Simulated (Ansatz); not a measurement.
## PtC (model cell, started as NiAs type): from the cell to its phonons

Wanted: phonon frequencies of PtC (model cell, started as NiAs type) and what follows from them.

Method: DFT PBEsol, scalar-relativistic, plane waves, PAW, in Ansatz 0.2.0.

The structure was built from a prototype and need not be the compound's stable phase.

## Step 1: Set-up

Symmetry: P6_3/mmc, No. 194, hexagonal system. Conventional cell: a = 2.915 Å, b = 2.915 Å, c = 4.664 Å, α = 90.00°, β = 90.00°, γ = 120.00°. Nearest to Pt lie 6 C at 2.05 Å. C has 6 Pt at 2.05 Å nearest. Farther neighbours are not listed.

## Step 2: Coarse relaxation

The start is far from rest, so a relaxation with loose tolerances brings it close first.

input.yaml reads:

```yaml
crystal:
  lattice:
    - [2.91505, 0.0, 0.0]
    - [-1.45752, 2.52451, 0.0]
    - [0.0, 0.0, 4.66408]
  atoms:
    - { symbol: Pt, position: [0.0, 0.0, 0.0] }
    - { symbol: Pt, position: [0.0, 0.0, 0.5] }
    - { symbol: C, position: [0.333333, 0.666667, 0.25] }
    - { symbol: C, position: [0.666667, 0.333333, 0.75] }
kpoints:
  mp_grid: { grid: [9, 9, 4] }
hamiltonian:
  xc: pbesol
scf:
  occupations: { method: gaussian, width: 0.1 }
output:
  forces: true
  stress: true
  eigenvalues: true
relax:
  adjacent_minimum: "off"
  f_tol: 0.05
  max_steps: 80
  cell: { stress_tol: 0.5 }
```

On the command line:

```console
> ansatz run input.yaml --threads 4 --pin off --max-ram 7168MiB --backend cpu --events-out ev --progress --plain --runs-dir out
```

Numbers of over 12 decimals in the logs are rounded to 6 here.

What it wrote:

```text
[...]
F+E_penalty+E_count = -25256.12454120 eV   max|allowed force component| = 1.110e-16 eV/Å   (the final SCF, on the basis selected at the relaxed cell)
  cell:  # Å, volume = 43.6151 Å³
    - [3.117170, -3.0869074865966685e-6, 0.0]
    - [-1.558582, 2.699550, 0.0]
    - [0.0, 0.0, 5.183044]
  atoms:
    - { symbol: Pt, position: [0, 0, 0] }
    - { symbol: Pt, position: [0, 0, 0.5] }
    - { symbol: C, position: [0.333333, 0.666667, 0.25] }
    - { symbol: C, position: [0.666667, 0.333333, 0.750000] }
[key lines of the parts left out:]
SCF converged after 7 iterations
Free energy (F): -25256.124541 eV
Fermi energy:    19.966761 eV
P = ⅓ Tr σ = 0.0206 GPa (0.206 kbar)
```

Wall time 7.6 s (4 threads of Intel Xeon 6975P-C (Granite Rapids), shared host); peak memory 0.41 GiB; 14 s of CPU time.

Relaxation path:

```tsv
step	energy less that of the first step (eV)	largest force component (eV/Å)	pressure (GPa)	volume (Å³)
1	0.0000	0.0000	133.39	34.32
2	-2.2870	0.0000	57.35	38.09
3	-3.0553	0.0000	14.89	41.74
4	-3.1420	0.0000	3.11	43.06
5	-3.1473	0.0000	0.10	43.43
6*	-3.1990	0.0000	1.40	43.43
7	-3.1997	0.0000	0.02	43.62
8*	-3.2000	0.0000	0.02	43.62
```

Relaxation steps marked * repeat the geometry before them on a plane-wave basis chosen anew for their cell, so energy and pressure can jump there.

Forces are held to the 24 operations that the run works with; a distortion that breaks them can't arise in this run.

```tsv
conventional cell, symmetrised	before	after	change
a (Å)	2.915	3.117	+6.9 %
b (Å)	2.915	3.117	+6.9 %
c (Å)	4.664	5.183	+11.1 %
volume (Å³/atom)	8.58	10.90	+27.1 %
```

Final coordinates:

```xyz
4
Lattice="3.1172 0.0000 0.0000 -1.5586 2.6995 0.0000 0.0000 0.0000 5.1830" Properties=species:S:1:pos:R:3 pbc="T T T"
Pt    0.0000    0.0000    0.0000
Pt    0.0000    0.0000    2.5915
C     0.0000    1.7997    1.2958
C     1.5586    0.8998    3.8873
```

Numbers from this step:

* pressure: 0.02058 GPa
* volume per atom: 10.90 Å³
* gap on the k-mesh: 0 eV

In this step the volume went from 8.58 to 10.90 Å³/atom.

## Step 3: Bringing the structure to rest

The cell and atoms are relaxed, since residual forces and stress would shift the frequencies.

input.yaml reads:

```yaml
crystal:
  lattice:
    - [3.1171698934, -3.0869e-06, 0.0]
    - [-1.5585822734, 2.6995498591, 0.0]
    - [0.0, 0.0, 5.1830444946]
  atoms:
    - { symbol: Pt, position: [0.0, 0.0, 0.0] }
    - { symbol: Pt, position: [0.0, 0.0, 0.5] }
    - { symbol: C, position: [0.3333333333, 0.6666666667, 0.25] }
    - { symbol: C, position: [0.6666666667, 0.3333333333, 0.75] }
kpoints:
  mp_grid: { grid: [15, 15, 8] }
hamiltonian:
  xc: pbesol
scf:
  occupations: { method: gaussian, width: 0.1 }
output:
  forces: true
  stress: true
  eigenvalues: true
  write_density: true
  write_potential: true
  elf: true
  volumetric_format: npy
relax:
  adjacent_minimum: "off"
  f_tol: 0.005
  max_steps: 80
  cell: { stress_tol: 0.05 }
```

What it wrote:

```text
[...]
Crystal: 4 atoms, lattice volume = 43.615 Å³
Basis set: ecut = 420 eV, 869 PW (Γ), exchange–correlation on 48×48×72 points (8 copies of the dense FFT grid, shifted against one another)
Bands: 27, of which v1, the nominal top of the filled ones, is band 22 counted from 1 (21 counted from 0)
Symmetry: 24 space group operations
[...]
k-points: 135 of 1800
[...]
SCF iter   1: F=—  HF=-25256.148600 eV  |F-HF|=—  |Δ(HF+E_count)|=         —  Δρ=8.69e-3  dr2=1.98e-2  ethr=1.77e-3  ⟨swp⟩=5.7  Hψ=14417  notcnv=0
[...]
SCF iter   6: F=-25256.144207 eV  HF=-25256.144207 eV  |F-HF|=2.43e-9  |Δ(HF+E_count)|=   2.38e-7  Δρ=8.01e-6  dr2=1.79e-8  ethr=2.27e-10  ⟨swp⟩=11.3  Hψ=26018  notcnv=0
SCF 1 converged in 6 iterations: F = -25256.144207 eV  dr2 = 1.79e-8
[...]
relax step   1: F+E_penalty+E_count = -25256.14420697 eV  Δ(F+E_penalty+E_count) = +0.000e0 eV  max|allowed force component| = 3.146e-16 eV/Å  Δτ_max = 0.0000 Å  P = -0.051 GPa  Ω = 43.615 Å³  (6 SCF iters, dr2 threshold 1.00e-7 eV, accepted)
Crystal: 4 atoms, lattice volume = 43.590 Å³
[...]
SCF iter   6: F=-25256.144281 eV  HF=-25256.144281 eV  |F-HF|=1.09e-11  |Δ(HF+E_count)|=  1.82e-11  Δρ=1.30e-7  dr2=7.03e-12  ethr=1.00e-12  ⟨swp⟩=4.8  Hψ=15988  notcnv=0
SCF 2 converged in 6 iterations: F = -25256.144281 eV  dr2 = 7.03e-12
relax step   2: F+E_penalty+E_count = -25256.14428076 eV  Δ(F+E_penalty+E_count) = -7.379e-5 eV  max|allowed force component| = 2.035e-16 eV/Å  Δτ_max = 0.0000 Å  P = +0.025 GPa  Ω = 43.590 Å³  energy of the carried Pulay correction = +3.288e-5 eV  (6 SCF iters, dr2 threshold 1.56e-7 eV, accepted)
Crystal: 4 atoms, lattice volume = 43.599 Å³
[...]
SCF iter   6: F=-25256.144285 eV  HF=-25256.144285 eV  |F-HF|=3.64e-12  |Δ(HF+E_count)|=  3.64e-12  Δρ=4.12e-8  dr2=6.53e-13  ethr=1.00e-12  ⟨swp⟩=4.0  Hψ=15709  notcnv=0
SCF 3 converged in 6 iterations: F = -25256.144285 eV  dr2 = 6.53e-13
relax step   3: F+E_penalty+E_count = -25256.14428472 eV  Δ(F+E_penalty+E_count) = -3.963e-6 eV  max|allowed force component| = 1.573e-16 eV/Å  Δτ_max = 0.0000 Å  P = -0.001 GPa  Ω = 43.599 Å³  energy of the carried Pulay correction = +2.179e-5 eV  (6 SCF iters, accepted)
[...]
SCF iter   8: F=-25256.144273 eV  HF=-25256.144273 eV  |F-HF|=0.00e0  |Δ(HF+E_count)|=  7.28e-12  Δρ=1.46e-9  dr2=6.79e-16  ethr=1.00e-12  ⟨swp⟩=2.2  Hψ=9959  notcnv=0
SCF 4 converged in 8 iterations: F = -25256.144273 eV  dr2 = 6.79e-16
relax step   4: F+E_penalty+E_count = -25256.14427278 eV  Δ(F+E_penalty+E_count) = +1.194e-5 eV  max|allowed force component| = 3.886e-16 eV/Å  Δτ_max = 0.0000 Å  P = -0.001 GPa  Ω = 43.599 Å³  stress off target by 2.44e-3 GPa  SCF on the basis re-selected at this cell (its energy is not comparable with the rows above)  (8 SCF iters)
basis re-selected at this cell: Δ(F+E_penalty+E_count) = +1.194e-5 eV, ΔP = -0.001 GPa vs the last step (what re-selecting the basis moved, of the pressure what is left beyond the Pulay correction that the steps carried, after the strain that the cell walked since its last selection, with what the two solves' SCF thresholds leave and, on support functions, any second-order correction that the steps lacked; it is no m [...]
SCF converged after 8 iterations
Free energy (F): -25256.144273 eV
[...]
Internal energy: -25256.131103 eV  (E = F + TS)
E sigma→0 (E₀):  -25256.137688 eV
Entropy (-TS):   -0.013170 eV (-3.293 meV/atom)
Fermi energy:    20.018346 eV
[...]
--- Stress (GPa, compression-positive) ---
       -0.002439      -0.000000       0.000000
       -0.000000      -0.002439       0.000000
        0.000000       0.000000       0.000687
  P = ⅓ Tr σ = -0.0014 GPa (-0.014 kbar)
--- Band table (eV; the first three rows and the last of 135) ---
  k-point 0: bands = [... 18 lower, 17.9510, 17.9510, 19.6296, 19.7155, 19.7155, 21.1267, 25.1150, 25.1150, ... 1 higher]
  k-point 1: bands = [... 18 lower, 17.6839, 17.6839, 19.4252, 20.1147, 20.1147, 20.7142, 24.9487, 24.9487, ... 1 higher]
  k-point 2: bands = [... 18 lower, 17.1992, 17.1992, 18.9413, 19.8040, 20.9494, 20.9494, 24.4756, 24.4756, ... 1 higher]
  k-point 134: bands = [... 18 lower, 17.4969, 17.4969, 19.7819, 19.7819, 19.8758, 19.8758, 24.8375, 24.8375, ... 1 higher]
--- Relaxed structure (3 steps of the walk, 3 accepted, 1 SCFs on fresh bases) ---
[...]
cell:  # Å, volume = 43.5986 Å³
    - [3.115420, -3.0851472616413506e-6, 0.0]
    - [-1.557707, 2.698034, 0.0]
    - [0.0, 0.0, 5.186913]
  atoms:
    - { symbol: Pt, position: [0, 0, 0.0] }
    - { symbol: Pt, position: [0, 0, 0.5] }
    - { symbol: C, position: [0.333333, 0.666667, 0.25] }
    - { symbol: C, position: [0.666667, 0.333333, 0.75] }
```

Wall time 12 s (4 threads); peak memory 0.5 GiB; 24 s of CPU time.

Little changed from the start: no atom moved by 0.005 Å and no cell edge by 0.1 %.

Numbers from this step:

```yaml
pressure: -0.001397 GPa
```

Electrostatic potential energy in the ac plane at fractional y = 0.000, with atoms of Pt within 0.2 Å of it. With pseudopotentials it is smooth inside the atoms' cores, unlike the true potential.

Ten even steps from '_' (-66 eV) to '@' (21 eV):
```
____..--++%%@@@@@@@@@@%%++--..__
__..::==**%%@@@@@@@@@@%%**==::..
::--==**%%@@@@@@@@@@@@@@%%**==--
++**##%%@@@@@@@@@@@@@@@@@@%%##**
%%%%%%@@@@@@@@@@@@@@@@@@@@@@%%%%
@@@@@@@@@@@@@@@@@@@@@@@@@@@@@@@@
@@@@@@@@@@@@@@@@@@@@@@@@@@@@@@@@
%%%%%%@@@@@@@@@@@@@@@@@@@@@@%%%%
++**##%%@@@@@@@@@@@@@@@@@@%%##**
::--==**%%@@@@@@@@@@@@@@%%**==--
__..::==**%%@@@@@@@@@@%%**==::..
____..--++%%@@@@@@@@@@%%++--..__
______::++%%@@@@@@@@@@%%++::____
____..--++%%@@@@@@@@@@%%++--..__
__..::==**%%@@@@@@@@@@%%**==::..
::--==**%%@@@@@@@@@@@@@@%%**==--
++**##%%@@@@@@@@@@@@@@@@@@%%##**
%%%%%%@@@@@@@@@@@@@@@@@@@@@@%%%%
@@@@@@@@@@@@@@@@@@@@@@@@@@@@@@@@
@@@@@@@@@@@@@@@@@@@@@@@@@@@@@@@@
%%%%%%@@@@@@@@@@@@@@@@@@@@@@%%%%
++**##%%@@@@@@@@@@@@@@@@@@%%##**
::--==**%%@@@@@@@@@@@@@@%%**==--
__..::==**%%@@@@@@@@@@%%**==::..
____..--++%%@@@@@@@@@@%%++--..__
______::++%%@@@@@@@@@@%%++::____
```
Columns run along a (3.1 Å; values clipped at the 3rd and 97th percentile), rows up along c (5.2 Å). Atoms in or near the plane, at fractional coordinates: Pt at (0.00, 0.00), Pt at (0.00, 0.50).

Valence density in the ac plane at fractional y = 0.000, with atoms of Pt within 0.2 Å of it. It is the smooth field of the valence electrons, not physical close to the nuclei.

Ten even steps from '0' (0 e/Å³) to '9' (12 e/Å³):
```
9863100000001368
7642100000001246
4321000000000123
1100000000000001
0000000000000000
0000000000000000
0000000000000000
0000000000000000
1100000000000001
4321000000000123
7642100000001246
9863100000001368
9974100000001479
9863100000001368
7642100000001246
4321000000000123
1100000000000001
0000000000000000
0000000000000000
0000000000000000
0000000000000000
1100000000000001
4321000000000123
7642100000001246
9863100000001368
9974100000001479
```
Columns run along a (3.1 Å), rows up along c (5.2 Å). Atoms in or near the plane, at fractional coordinates: Pt at (0.00, 0.00), Pt at (0.00, 0.50).

ELF in the ac plane at fractional y = 0.000, with atoms of Pt within 0.2 Å of it. It is the smooth field of the valence electrons, not physical close to the nuclei.

Values, 23 rows by 16 columns, each cell a mean:
```
0.69 0.68 0.66 0.60 0.47 0.33 0.24 0.19 0.16 0.19 0.24 0.33 0.47 0.60 0.66 0.68
0.69 0.67 0.60 0.50 0.37 0.29 0.26 0.25 0.24 0.25 0.26 0.29 0.37 0.50 0.60 0.67
0.60 0.56 0.46 0.35 0.28 0.28 0.32 0.35 0.35 0.35 0.32 0.28 0.28 0.35 0.46 0.56
0.41 0.38 0.31 0.25 0.26 0.33 0.41 0.46 0.47 0.46 0.41 0.33 0.26 0.25 0.31 0.38
0.28 0.27 0.24 0.24 0.30 0.39 0.48 0.52 0.53 0.52 0.48 0.39 0.30 0.24 0.24 0.27
0.26 0.25 0.24 0.25 0.31 0.41 0.49 0.53 0.54 0.53 0.50 0.41 0.31 0.25 0.24 0.25
0.30 0.28 0.25 0.24 0.28 0.38 0.46 0.50 0.51 0.50 0.46 0.37 0.28 0.24 0.25 0.28
0.49 0.45 0.36 0.27 0.26 0.31 0.38 0.42 0.43 0.42 0.38 0.31 0.26 0.27 0.36 0.45
0.66 0.63 0.54 0.42 0.31 0.27 0.29 0.30 0.30 0.30 0.29 0.27 0.31 0.42 0.54 0.63
0.70 0.68 0.64 0.55 0.42 0.30 0.24 0.21 0.20 0.21 0.24 0.30 0.42 0.55 0.64 0.68
0.67 0.68 0.67 0.62 0.50 0.34 0.24 0.18 0.15 0.18 0.24 0.34 0.50 0.62 0.67 0.68
0.67 0.68 0.67 0.62 0.50 0.34 0.24 0.17 0.15 0.17 0.24 0.34 0.50 0.62 0.67 0.68
0.70 0.68 0.64 0.56 0.43 0.31 0.24 0.21 0.19 0.21 0.24 0.31 0.43 0.56 0.64 0.68
0.67 0.63 0.55 0.43 0.32 0.28 0.28 0.29 0.29 0.29 0.28 0.28 0.32 0.43 0.55 0.63
0.52 0.48 0.38 0.29 0.26 0.30 0.36 0.40 0.41 0.40 0.36 0.30 0.26 0.29 0.38 0.48
0.32 0.29 0.25 0.23 0.28 0.37 0.45 0.50 0.51 0.50 0.45 0.37 0.28 0.23 0.25 0.29
0.26 0.25 0.24 0.25 0.31 0.41 0.50 0.53 0.54 0.53 0.49 0.41 0.31 0.25 0.24 0.25
0.28 0.27 0.24 0.25 0.30 0.39 0.48 0.52 0.53 0.52 0.48 0.40 0.30 0.25 0.24 0.27
0.39 0.36 0.29 0.25 0.26 0.34 0.42 0.46 0.47 0.46 0.42 0.34 0.26 0.25 0.29 0.36
0.58 0.54 0.45 0.34 0.28 0.29 0.33 0.36 0.37 0.36 0.33 0.29 0.28 0.34 0.45 0.54
0.69 0.66 0.59 0.48 0.36 0.28 0.26 0.26 0.25 0.26 0.26 0.28 0.36 0.48 0.59 0.66
0.69 0.68 0.66 0.59 0.46 0.32 0.24 0.19 0.17 0.19 0.24 0.32 0.46 0.59 0.66 0.68
0.66 0.67 0.68 0.63 0.51 0.35 0.24 0.17 0.14 0.17 0.24 0.35 0.51 0.63 0.68 0.67
```
Columns run along a (3.1 Å), rows up along c (5.2 Å). Atoms in or near the plane, at fractional coordinates: Pt at (0.00, 0.00), Pt at (0.00, 0.50).

In this step the volume went from 10.90 to 10.90 Å³/atom.

## Step 4: Relaxing to small forces for the phonons

Phonons need a cell at rest on their own settings, so the relaxation is repeated with tight tolerances on forces and stress on the k mesh and occupations of the first response run.

input.yaml reads:

```yaml
crystal:
  lattice:
    - [3.1154196738, -3.0851e-06, 0.0]
    - [-1.5577071651, 2.6980341235, 0.0]
    - [0.0, 0.0, 5.1869133437]
  atoms:
    - { symbol: Pt, position: [0.0, 0.0, 0.0] }
    - { symbol: Pt, position: [0.0, 0.0, 0.5] }
    - { symbol: C, position: [0.3333333333, 0.6666666667, 0.25] }
    - { symbol: C, position: [0.6666666667, 0.3333333333, 0.75] }
kpoints:
  mp_grid: { grid: [15, 15, 8] }
hamiltonian:
  xc: pbesol
scf:
  occupations: { method: methfessel_paxton, width: 0.15 }
output:
  forces: true
  stress: true
  eigenvalues: true
relax:
  adjacent_minimum: "off"
  f_tol: 0.001
  max_steps: 60
  cell: { stress_tol: 0.01 }
```

What it wrote:

```text
[...]
Crystal: 4 atoms, lattice volume = 43.599 Å³
Basis set: ecut = 420 eV, 869 PW (Γ), exchange–correlation on 48×48×72 points (8 copies of the dense FFT grid, shifted against one another)
Bands: 27, of which v1, the nominal top of the filled ones, is band 22 counted from 1 (21 counted from 0)
Symmetry: 24 space group operations
[...]
k-points: 135 of 1800
[...]
--- Relaxed structure (3 steps of the walk, 3 accepted, 1 SCFs on fresh bases) ---
[...]
cell:  # Å, volume = 43.5941 Å³
    - [3.115334, -3.08502946833803e-6, 0.0]
    - [-1.557664, 2.697960, 0.0]
    - [0.0, 0.0, 5.186656]
  atoms:
    - { symbol: Pt, position: [0, 0, 0] }
    - { symbol: Pt, position: [0, 0, 0.5] }
    - { symbol: C, position: [0.333333, 0.666667, 0.25] }
    - { symbol: C, position: [0.666667, 0.333333, 0.750000] }
[key lines of the parts left out:]
SCF converged after 4 iterations
Free energy (F): -25256.138450 eV
Fermi energy:    20.019307 eV
P = ⅓ Tr σ = -0.0002 GPa (-0.002 kbar)
```

Wall time 10 s (4 threads); peak memory 0.47 GiB; 21 s of CPU time.

Little changed from the start: no atom moved by 0.005 Å and no cell edge by 0.1 %.

This step gave:

* pressure: -2.14e-4 GPa

The forces vanish by symmetry and the pressure is 0.000 GPa, within the tolerances set. The cell now holds 10.90 Å³/atom.

(Continued in part 2 of 2.)

[Logs are printed without paths, hosts, clocks, repeated set-up lines and the standing remarks that a program may print on its own settings, such as how far it seeks lower states.]

[Hosts, paths, dates, database ids (printed as entryN), source tags and the programs' standing remarks are cut or masked in the printed files.]
